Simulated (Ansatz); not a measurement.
**Phonons of VNiPd in the AlB2 type**

Question: is the lattice of VNiPd in the AlB2 type stable, and if so, what are its coupling constant and resistivity?

Program: Ansatz 0.2.0. Level of theory: DFT PBE, scalar-relativistic, plane waves, PAW; PAW set soft_1. Results are calculated unless marked as measured.

Report form: the programs' logs are mostly left out.

The structure was built from a prototype and need not be the compound's stable phase.

### Step 1. The structure

The structure is hexagonal, space group P-6m2 (No. 187). Conventional cell: a = 3.512 Å, b = 3.512 Å, c = 3.688 Å, α = 90.00°, β = 90.00°, γ = 120.00°. Nearest to V lie 6 Pd at 2.74 Å and 6 Ni at 2.74 Å. Nearest to Pd lie 3 Ni at 2.03 Å and 6 V at 2.74 Å. Nearest to Ni lie 3 Pd at 2.03 Å and 6 V at 2.74 Å. Farther neighbours are not listed.

Coordinates:

```cif
data_structure
_symmetry_space_group_name_H-M 'P-6m2'
_symmetry_Int_Tables_number 187
_cell_length_a 3.5120
_cell_length_b 3.5120
_cell_length_c 3.6877
_cell_angle_alpha 90.000
_cell_angle_beta 90.000
_cell_angle_gamma 120.000
_cell_volume 39.39
loop_
_atom_site_label
_atom_site_type_symbol
_atom_site_symmetry_multiplicity
_atom_site_Wyckoff_symbol
_atom_site_fract_x
_atom_site_fract_y
_atom_site_fract_z
_atom_site_occupancy
V1 V 1 a 0.00000 0.00000 0.00000 1
Pd1 Pd 1 d 0.33333 0.66667 0.50000 1
Ni1 Ni 1 f 0.66667 0.33333 0.50000 1
```

### Step 2. Rough relaxation

The start is far from rest, so a relaxation with loose thresholds does the first part.

Input file input.yaml:

```yaml
crystal:
  lattice:
    - [3.51205, 0.0, 0.0]
    - [-1.75602, 3.04152, 0.0]
    - [0.0, 0.0, 3.68765]
  atoms:
    - { symbol: V, position: [0.0, 0.0, 0.0] }
    - { symbol: Pd, position: [0.33333333, 0.66666667, 0.5] }
    - { symbol: Ni, position: [0.66666667, 0.33333333, 0.5] }
kpoints:
  mp_grid: { grid: [6, 6, 6] }
hamiltonian:
  xc: pbe
  pseudopotentials: { kind: paw, azcp: { folder: soft_1 } }
scf:
  occupations: { method: gaussian, width: 0.1 }
output:
  forces: true
  stress: true
  eigenvalues: true
relax:
  adjacent_minimum: "off"
  f_tol: 0.05
  max_steps: 80
  cell: { stress_tol: 0.5 }
```

On the command line:

```bash
$ ansatz run input.yaml --threads 4 --pin off --max-ram 12288MiB --backend cpu --events-out ev --progress --plain --runs-dir out
```

Elapsed: 17 s, on 4 threads of Intel Xeon 6975P-C (Granite Rapids), shared host; peak memory 0.47 GiB; 59 s of CPU time.

This run has no spin polarisation, although Ni and V can carry a moment.

Step by step:

| step | energy less that of the first step (eV) | largest force component (eV/Å) | pressure (GPa) | volume (Å³) |
| --- | --- | --- | --- | --- |
| 1 | 0.0000 | 0.0000 | 52.63 | 39.39 |
| 2 | -1.4391 | 0.0000 | 20.92 | 42.96 |
| 3 | -2.2781 | 0.0000 | 7.59 | 44.00 |
| 4 | -2.7989 | 0.0000 | 1.91 | 43.73 |
| 5 | -3.2192 | 0.0000 | -0.27 | 42.75 |
| 6 | -3.5962 | 0.0000 | -0.59 | 41.40 |
| 7 | -3.9551 | 0.0000 | -0.33 | 39.98 |
| 8 | -4.1367 | 0.0000 | 0.95 | 38.79 |
| 9 | -4.1368 | 0.0000 | -0.51 | 38.99 |
| 10 | -4.1370 | 0.0000 | 0.01 | 38.91 |
| 11* | -4.2922 | 0.0000 | 6.03 | 38.91 |
| 12 | -4.3260 | 0.0000 | 1.34 | 39.78 |
| 13 | -4.3295 | 0.0000 | 0.32 | 39.99 |
| 14* | -4.3302 | 0.0000 | 0.32 | 39.99 |

Relaxation steps marked * repeat the geometry before them on a plane-wave basis chosen anew for their cell, so energy and pressure can jump there.

Forces are held to the 12 operations that the run works with; a distortion that breaks them can't arise in this run.

| cell as run | before | after | change |
| --- | --- | --- | --- |
| a (Å) | 3.512 | 4.250 | +21.0 % |
| b (Å) | 3.512 | 4.250 | +21.0 % |
| c (Å) | 3.688 | 2.557 | -30.7 % |
| volume (Å³/atom) | 13.13 | 13.33 | +1.5 % |

Final coordinates:

```xyz
3
Lattice="4.2496 0.0000 0.0000 -2.1248 3.6803 0.0000 0.0000 0.0000 2.5568" Properties=species:S:1:pos:R:3 pbc="T T T"
V     0.0000    0.0000    0.0000
Pd    0.0000    2.4535    1.2784
Ni    2.1248    1.2268    1.2784
```

Numbers from this step:

- pressure: 0.3167 GPa
- volume per atom: 13.33 Å³/atom
- metallic on mesh: yes
- gap on the k-mesh: 0 eV

The largest force is now zero by symmetry and the largest stress component 0.47 GPa.

### Step 3. Relaxation

Lattice constant and positions set the bands and the force constants, so the cell is relaxed first.

input.yaml, the sections that differ from step 2:

```yaml
crystal:
  lattice:
    - [4.249610643, -3.493e-06, 0.0]
    - [-2.1248022965, 3.6802725195, 0.0]
    - [0.0, 0.0, 2.5567915005]
  atoms:
    - { symbol: V, position: [0.0, 0.0, 0.0] }
    - { symbol: Pd, position: [0.3333333333, 0.6666666667, 0.5] }
    - { symbol: Ni, position: [0.6666666667, 0.3333333333, 0.5] }
kpoints:
  mp_grid: { grid: [9, 9, 12] }
relax:
  adjacent_minimum: "off"
  f_tol: 0.005
  max_steps: 80
  cell: { stress_tol: 0.05 }
# hamiltonian, scf, output: as in step 2
```

Run time: 10 s. Hardware: 4 threads; peak memory 0.53 GiB.

Step by step:

| step | energy less that of the first step (eV) | largest force component (eV/Å) | pressure (GPa) | volume (Å³) |
| --- | --- | --- | --- | --- |
| 1 | 0.0000 | 0.0000 | 0.09 | 39.99 |
| 2 | -0.0011 | 0.0000 | 0.00 | 40.01 |
| 3 | -0.0011 | 0.0000 | 0.01 | 40.01 |
| 4 | -0.0011 | 0.0000 | 0.01 | 40.01 |

The log counts 1 steps on a newly chosen plane-wave basis, not all of them marked here; energy and pressure can jump at such steps.

| conventional cell, symmetrised | before | after | change |
| --- | --- | --- | --- |
| a (Å) | 4.250 | 4.241 | -0.2 % |
| b (Å) | 4.250 | 4.241 | -0.2 % |
| c (Å) | 2.557 | 2.568 | +0.4 % |
| volume (Å³/atom) | 13.33 | 13.34 | +0.1 % |

The relaxed structure:

```xyz
3
Lattice="4.2413 0.0000 0.0000 -2.1206 3.6730 0.0000 0.0000 0.0000 2.5681" Properties=species:S:1:pos:R:3 pbc="T T T"
V     0.0000    0.0000    0.0000
Pd    0.0000    2.4487    1.2841
Ni    2.1206    1.2243    1.2841
```

This step gave:

```yaml
pressure: 0.008491 GPa
volume_per_atom: 13.34 Å³/atom
```

The largest force is now zero by symmetry and the largest stress component 0.010 GPa.

### Step 4. Relaxing tightly for phonons

No force is left; the cell is relaxed once more with another smearing and tight thresholds.

input.yaml, the sections that differ from step 3:

```yaml
crystal:
  lattice:
    - [4.2412701487, -3.4861e-06, 0.0]
    - [-2.1206320553, 3.6730494362, 0.0]
    - [0.0, 0.0, 2.5681474164]
  atoms:
    - { symbol: V, position: [0.0, 0.0, 0.0] }
    - { symbol: Pd, position: [0.3333333333, 0.6666666667, 0.5] }
    - { symbol: Ni, position: [0.6666666667, 0.3333333333, 0.5] }
scf:
  occupations: { method: methfessel_paxton, width: 0.2 }
relax:
  adjacent_minimum: "off"
  f_tol: 0.001
  max_steps: 60
  cell: { stress_tol: 0.01 }
# kpoints, hamiltonian, output: as in step 3
```

Elapsed: 8.8 s, on 4 threads; peak memory 0.55 GiB.

Little changed from the start: no atom moved by 0.005 Å and no cell edge by 0.1 %.

This step gave:

- pressure: -0.001896 GPa
- volume per atom: 13.33 Å³/atom

The largest force is now zero by symmetry and the largest stress component 0.0026 GPa, small enough for phonons.

### Step 5. Lattice stability: q 2×2×2, k 4×4×6

Before any scattering is computed, the phonons show whether the structure is a minimum.

Input file input.yaml:

```yaml
crystal:
  lattice:
    - [4.2417871953, -3.4865e-06, 0.0]
    - [-2.1208905782, 3.6734972119, 0.0]
    - [0.0, 0.0, 2.5669755239]
  atoms:
    - { symbol: V, position: [0.0, 0.0, 0.0] }
    - { symbol: Pd, position: [0.3333333333, 0.6666666667, 0.5] }
    - { symbol: Ni, position: [0.6666666667, 0.3333333333, 0.5] }
kpoints:
  mp_grid: { grid: [4, 4, 6] }
hamiltonian:
  xc: pbe
  pseudopotentials: { kind: paw, azcp: { folder: soft_1 } }
scf:
  occupations: { method: methfessel_paxton, width: 0.2 }
output:
  eigenvalues: true
phonons:
  method: dfpt
  qmesh: [2, 2, 2]
  temperatures: { t_max: 1000, t_step: 50 }
  qpath:
    path:
      - [[0.0, 0.0, 0.0], [0.5, 0.0, 0.0], [0.33333333, 0.33333333, 0.0], [0.0, 0.0, 0.0], [0.0, 0.0, 0.5], [0.5, 0.0, 0.5], [0.33333333, 0.33333333, 0.5], [0.0, 0.0, 0.5]]
      - [[0.5, 0.0, 0.5], [0.5, 0.0, 0.0]]
      - [[0.33333333, 0.33333333, 0.5], [0.33333333, 0.33333333, 0.0]]
    npoints: 10
```

Wall time 23 s (4 threads); peak memory 0.61 GiB.

Numbers from this step:

```yaml
share_of_imaginary_modes_in_the_plain_interpolation_between_solved_wavevectors: 0.1235
highest_frequency_solved_or_plainly_interpolated: 286 cm⁻¹
```

Solved on the 2×2×2 mesh alone; all other wavevectors are interpolated. The phonon branches at the labelled points (cm⁻¹):

| point | branch 1 | branch 2 | branch 3 | branch 4 | branch 5 | branch 6 | branch 7 | branch 8 | branch 9 |
| --- | --- | --- | --- | --- | --- | --- | --- | --- | --- |
| Γ | -98 | 0 | 0 | 0 | 130 | 180 | 180 | 260 | 260 |
| halfway | -90 | 20 | 23 | 98 | 128 | 164 | 165 | 252 | 271 |
| M | -80 | -4 | 34 | 129 | 141 | 149 | 161 | 235 | 280 |
| halfway | -79 | -14 | 28 | 130 | 130 | 150 | 179 | 230 | 280 |
| K | -78 | -20 | 24 | 124 | 130 | 149 | 200 | 216 | 280 |
| halfway | -88 | 19 | 22 | 111 | 128 | 158 | 165 | 250 | 273 |
| Γ | -98 | 0 | 0 | 0 | 130 | 180 | 180 | 260 | 260 |
| halfway | -59 | -59 | 84 | 111 | 127 | 127 | 196 | 260 | 260 |
| A | -116 | -116 | 79 | 79 | 114 | 149 | 260 | 260 | 270 |
| halfway | -121 | 59 | 61 | 111 | 151 | 152 | 254 | 270 | 273 |
| L | -125 | 41 | 140 | 143 | 155 | 182 | 244 | 276 | 278 |
| halfway | -97 | -14 | 120 | 157 | 160 | 184 | 234 | 276 | 283 |
| H | -39 | 53 | 60 | 163 | 176 | 185 | 223 | 277 | 286 |
| halfway | -112 | 50 | 72 | 124 | 153 | 159 | 250 | 274 | 274 |
| A | -116 | -116 | 79 | 79 | 114 | 149 | 260 | 260 | 270 |
| jump to L | -125 | 41 | 140 | 143 | 155 | 182 | 244 | 276 | 278 |
| halfway | 9 | 37 | 100 | 141 | 146 | 162 | 201 | 240 | 279 |
| M | -80 | -4 | 34 | 129 | 141 | 149 | 161 | 235 | 280 |
| jump to H | -39 | 53 | 60 | 163 | 176 | 185 | 223 | 277 | 286 |
| halfway | -24 | 68 | 98 | 124 | 161 | 188 | 203 | 220 | 283 |
| K | -78 | -20 | 24 | 124 | 130 | 149 | 200 | 216 | 280 |

Lowest modes at the softest wavevector of the mesh. The modes at q = (0.500, 0.000, 0.500) (shares of kinetic energy by element, %) (negative means imaginary):

| mode | frequency (cm⁻¹) | V % | Pd % | Ni % |
| --- | --- | --- | --- | --- |
| 1 | -124.9 | 95 | 3 | 3 |
| 2 | 40.7 | 0 | 63 | 37 |
| 3 | 139.8 | 13 | 65 | 23 |
| 4 | 143.4 | 100 | 0 | 0 |
| 5 | 154.6 | 2 | 2 | 96 |
| 6 | 182.2 | 87 | 7 | 6 |

Displacements in mode 1 (-124.9 cm⁻¹), the largest set to 1, in the home cell:
```
V1  1.00 0.58 0.00
Pd2 0.00 0.00 0.13
Ni3 0.00 0.00 0.19
```

Displacements in mode 6 (182.2 cm⁻¹), the largest set to 1, in the home cell:
```
V1   0.00  0.00  1.00
Pd2 -0.17 -0.10  0.00
Ni3  0.21  0.12  0.00
```

Among the solved wavevectors the lowest mode, translations apart, is -125 cm⁻¹, imaginary.

### Step 6. Lattice stability: q 3×3×3, k 6×6×9

An imaginary mode on so few k-points may come from the sampling, so the phonons are repeated with another q and k mesh.

input.yaml: that of step 5 with these lines changed.

```diff
@@ -10,3 +10,3 @@
 kpoints:
-  mp_grid: { grid: [4, 4, 6] }
+  mp_grid: { grid: [6, 6, 9] }
 hamiltonian:
@@ -20,3 +20,3 @@
   method: dfpt
-  qmesh: [2, 2, 2]
+  qmesh: [3, 3, 3]
   temperatures: { t_max: 1000, t_step: 50 }
```

Run time: 2.3 min. Hardware: 4 threads; peak memory 1.4 GiB.

Numbers from this step:

```yaml
share_of_imaginary_modes_in_the_plain_interpolation_between_solved_wavevectors: 0.1591
highest_frequency_solved_or_plainly_interpolated: 284.7 cm⁻¹
```

Solved on the 3×3×3 mesh alone; all other wavevectors are interpolated. The phonon branches at the labelled points (cm⁻¹):

| point | branch 1 | branch 2 | branch 3 | branch 4 | branch 5 | branch 6 | branch 7 | branch 8 | branch 9 |
| --- | --- | --- | --- | --- | --- | --- | --- | --- | --- |
| Γ | -76 | 0 | 0 | 0 | 144 | 172 | 172 | 262 | 262 |
| halfway | -66 | 14 | 20 | 107 | 129 | 154 | 167 | 252 | 272 |
| M | -58 | 38 | 38 | 99 | 127 | 152 | 168 | 239 | 279 |
| halfway | -58 | -52 | 39 | 98 | 136 | 141 | 186 | 234 | 278 |
| K | -75 | -58 | 41 | 89 | 134 | 144 | 206 | 222 | 278 |
| halfway | -64 | -27 | 22 | 121 | 128 | 148 | 164 | 250 | 273 |
| Γ | -76 | 0 | 0 | 0 | 144 | 172 | 172 | 262 | 262 |
| halfway | -38 | -38 | -37 | 115 | 133 | 133 | 198 | 259 | 259 |
| A | -131 | 22 | 22 | 48 | 48 | 168 | 256 | 256 | 275 |
| halfway | -85 | -21 | 37 | 98 | 114 | 174 | 243 | 263 | 279 |
| L | -60 | -53 | 84 | 115 | 132 | 181 | 236 | 269 | 283 |
| halfway | -84 | -61 | 84 | 116 | 148 | 185 | 224 | 273 | 284 |
| H | -97 | -41 | -31 | 135 | 164 | 187 | 210 | 275 | 285 |
| halfway | -73 | -24 | 41 | 92 | 128 | 177 | 237 | 266 | 280 |
| A | -131 | 22 | 22 | 48 | 48 | 168 | 256 | 256 | 275 |
| jump to L | -60 | -53 | 84 | 115 | 132 | 181 | 236 | 269 | 283 |
| halfway | -30 | 46 | 107 | 124 | 139 | 144 | 208 | 238 | 273 |
| M | -58 | 38 | 38 | 99 | 127 | 152 | 168 | 239 | 279 |
| jump to H | -97 | -41 | -31 | 135 | 164 | 187 | 210 | 275 | 285 |
| halfway | -87 | 46 | 83 | 131 | 139 | 185 | 205 | 218 | 277 |
| K | -75 | -58 | 41 | 89 | 134 | 144 | 206 | 222 | 278 |

Lowest modes at the softest wavevector of the mesh. The modes at q = (0.000, 0.000, -0.333) (shares of kinetic energy by element, %) (negative means imaginary):

| mode | frequency (cm⁻¹) | V % | Pd % | Ni % |
| --- | --- | --- | --- | --- |
| 1 | -98.2 | 98 | 0 | 2 |
| 2 | -40.8 | 40 | 40 | 20 |
| 3 | -40.8 | 40 | 40 | 20 |
| 4 | 105.5 | 60 | 24 | 16 |
| 5 | 105.5 | 60 | 24 | 16 |
| 6 | 145.1 | 2 | 2 | 96 |

Displacements in mode 1 (-98.2 cm⁻¹), the largest set to 1, in the home cell (x, y, z of the real part, then of the imaginary part):
```
V1   0.00  0.00  1.00  0.00  0.00  0.01
Pd2  0.00  0.00  0.00  0.00  0.00  0.01
Ni3  0.00  0.00 -0.07  0.00  0.00  0.12
```

Displacements in mode 4 (105.5 cm⁻¹), the largest set to 1, in the home cell (x, y, z of the real part, then of the imaginary part):
```
V1   0.18  0.98  0.00  0.04  0.22  0.00
Pd2 -0.06 -0.29  0.00  0.06  0.32  0.00
Ni3 -0.06 -0.33  0.00  0.07  0.36  0.00
```

The modes has structure finer than the step of the table below, so its rows give means over 10 cm⁻¹, whole bins alone (the curve runs from -141 to 302 cm⁻¹). Peaks (cm⁻¹: height): Ni -54.3: 0.0118, 51.6: 0.00856, 168.7: 0.0159, 238.4: 0.0262, 271.9: 0.0386; Pd -23.6: 0.00925, 129.7: 0.0129, 199.4: 0.00819, 246.8: 0.0165, 274.7: 0.0372; V -20.9: 0.00571, 113.0: 0.0278, 129.7: 0.0372.

Phonopy on the run's constants, 15x15x21 mesh, Gaussian sigma 3.2 cm⁻¹. Modes against wavenumber; means over each step; values in 1/cm⁻¹/cell:

| wavenumber (cm⁻¹) | Ni | Pd | V |
| --- | --- | --- | --- |
| -130 | 3.2e-6 | 6.9e-6 | 4.1e-4 |
| -120 | 2.3e-5 | 3.7e-5 | 0.00104 |
| -110 | 5.5e-5 | 9.0e-5 | 0.00141 |
| -100 | 3.6e-4 | 5.7e-4 | 0.00140 |
| -90 | 0.00189 | 0.00295 | 0.00196 |
| -80 | 0.00342 | 0.00514 | 0.00195 |
| -70 | 0.00572 | 0.00711 | 0.00255 |
| -60 | 0.0101 | 0.00766 | 0.00435 |
| -50 | 0.00902 | 0.00633 | 0.00525 |
| -40 | 0.00554 | 0.00616 | 0.00525 |
| -30 | 0.00710 | 0.00683 | 0.00464 |
| -20 | 0.00697 | 0.00698 | 0.00512 |
| -10 | 0.00173 | 0.00241 | 0.00233 |
| 0 | 9.7e-4 | 0.00170 | 9.3e-4 |
| 10 | 0.00244 | 0.00402 | 0.00206 |
| 20 | 0.00176 | 0.00322 | 0.00322 |
| 30 | 0.00161 | 0.00365 | 0.00444 |
| 40 | 0.00325 | 0.00495 | 0.00810 |
| 50 | 0.00733 | 0.00639 | 0.00995 |
| 60 | 0.00333 | 0.00404 | 0.0103 |
| 70 | 0.00271 | 0.00514 | 0.0108 |
| 80 | 0.00453 | 0.00597 | 0.0122 |
| 90 | 0.00406 | 0.00570 | 0.0182 |
| 100 | 0.00448 | 0.00651 | 0.0208 |
| 110 | 0.00711 | 0.00891 | 0.0247 |
| 120 | 0.00659 | 0.00831 | 0.0234 |
| 130 | 0.00885 | 0.0115 | 0.0331 |
| 140 | 0.00896 | 0.00863 | 0.0226 |
| 150 | 0.0101 | 0.00901 | 0.0214 |
| 160 | 0.0129 | 0.00877 | 0.0155 |
| 170 | 0.0153 | 0.00959 | 0.0101 |
| 180 | 0.0115 | 0.00545 | 0.00327 |
| 190 | 0.00243 | 0.00407 | 0.00110 |
| 200 | 3.9e-4 | 0.00650 | 9.8e-4 |
| 210 | 0.00183 | 0.00117 | 1.2e-4 |
| 220 | 0.00746 | 0.00661 | 4.5e-4 |
| 230 | 0.0167 | 0.0101 | 9.4e-4 |
| 240 | 0.0229 | 0.0151 | 9.9e-4 |
| 250 | 0.0142 | 0.0135 | 7.8e-4 |
| 260 | 0.0161 | 0.0158 | 3.8e-4 |
| 270 | 0.0328 | 0.0303 | 7.5e-4 |
| 280 | 0.0152 | 0.0216 | 7.3e-4 |
| 290 | 2.1e-4 | 0.00160 | 6.1e-5 |

No LO-TO term; unit eigenvectors of the mass-weighted matrix. Modes at Γ, with each element's share of the kinetic energy (negative means imaginary):

| mode | frequency (cm⁻¹) | symmetry | V % | Pd % | Ni % |
| --- | --- | --- | --- | --- | --- |
| 1 | -76.4 | A2'' | 0 | 36 | 64 |
| 2 | 0.0 | unnamed | 24 | 49 | 27 |
| 3 | 0.0 | unnamed | 24 | 49 | 27 |
| 4 | 0.0 | unnamed | 24 | 49 | 27 |
| 5 | 144.3 | A2'' | 76 | 15 | 9 |
| 6 | 172.1 | E' | 76 | 12 | 13 |
| 7 | 172.1 | E' | 76 | 12 | 13 |
| 8 | 262.0 | E' | 1 | 39 | 60 |
| 9 | 262.0 | E' | 1 | 39 | 60 |

Displacements in mode 1 (-76.4 cm⁻¹), the largest set to 1:
```
V1   0.00  0.00  0.01
Pd2  0.00  0.00 -0.55
Ni3  0.00  0.00  1.00
```

Displacements in mode 9 (262.0 cm⁻¹), the largest set to 1:
```
V1   0.00  0.10  0.00
Pd2  0.00 -0.60  0.00
Ni3  0.00  1.00  0.00
```

Among the solved wavevectors the lowest mode, translations apart, is -98.2 cm⁻¹, imaginary.

### Step 7. Coupling and resistivity: q 3×3×3, k 6×6×9, scattering 8×8×12

Phonons, couplings and the Boltzmann equation in one run.

input.yaml: that of step 6 with these lines changed.

```diff
@@ -28 +28,4 @@
     npoints: 10
+  electrical_resistivity:
+    mesh: [8, 8, 12]
+    temperatures: [20.0, 50.0, 77.0, 100.0, 150.0, 200.0, 300.0, 400.0, 600.0, 800.0]
```

The job ended after 2.8 min (4 threads; peak memory 1.4 GiB).

The run ended with an error.

The program's message: “electrical resistivity: the mode of lowest frequency at the wavevector [0.0000, 0.0000, -0.5000] is imaginary, -131.34 cm⁻¹ (written negative): the force constants describe an unstable lattice; relax …”

The run stops because a mode is imaginary on the scattering mesh, where no scattering rate is defined; denser k meshes, other smearings and, between solved wavevectors, finer q meshes show whether the instability is real.

### Step 8. What came out

- phonon run of the rows without a label of their own: PBE, q 3×3×3, k 6×6×9
- softest mode on the q mesh: -98.2 cm⁻¹ at q = (0, 0, -0.333)
- highest frequency, solved or plainly interpolated: 285 cm⁻¹

What this shows: The lattice is dynamically unstable at this level: a mode at q = (0, 0, -0.333) is imaginary, 98.2i cm⁻¹, so no harmonic coupling constant or resistivity is defined for this structure. These meshes are coarse, and single modes of a metal can move by tens of cm⁻¹ with the k mesh. The coarser mesh found an imaginary mode at another wavevector, which this mesh lacks. The phonon runs are not spin-polarised. The structure was built by hand as an ordered model, and its stability against other phases was not tested.

[Logs are printed without paths, hosts, clocks, repeated set-up lines and the standing remarks that a program may print on its own settings, such as how far it seeks lower states.]

[Hosts, paths, dates, database ids (printed as entryN), source tags and the programs' standing remarks are cut or masked in the printed files.]
